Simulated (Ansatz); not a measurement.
# Direct or indirect: CsPbBr3 (Pm-3m)

```
CELL_PARAMETERS angstrom
5.87000 0.00000 0.00000
0.00000 5.87000 0.00000
0.00000 0.00000 5.87000
ATOMIC_POSITIONS crystal
Pb 0.50000 0.50000 0.50000
Cs 0.00000 0.00000 0.00000
Br 0.50000 0.50000 0.00000
Br 0.50000 0.00000 0.50000
Br 0.00000 0.50000 0.50000
```

Method: Ansatz, PBE, independent particles, without spin-orbit coupling, line width 0.15 eV (Gaussian). The band structure gives a fundamental gap of 1.52 eV. The spectrum of vertical transitions near the edge:

```
E (eV)  Im ε, E ∥ xyz
  1.08           0.00
  1.20           0.00
  1.32           0.01
  1.44           0.08
  1.56           0.30
  1.68           0.59
  1.80           0.83
  1.92           1.03
  2.04           1.23
  2.16           1.45
  2.28           1.70
  2.40           2.01
  2.52           2.41
  2.64           2.99
  2.76           3.71
```

(1) Is the gap direct or indirect, and about where do vertical transitions set in?

Results:

(1) Direct: the band path has its least direct gap at the fundamental one, 1.52 eV, and the curves rise from there. Lines are broadened by 0.15 eV, which spreads the edge.

[Logs are printed without paths, hosts, clocks, repeated set-up lines and the standing remarks that a program may print on its own settings, such as how far it seeks lower states.]
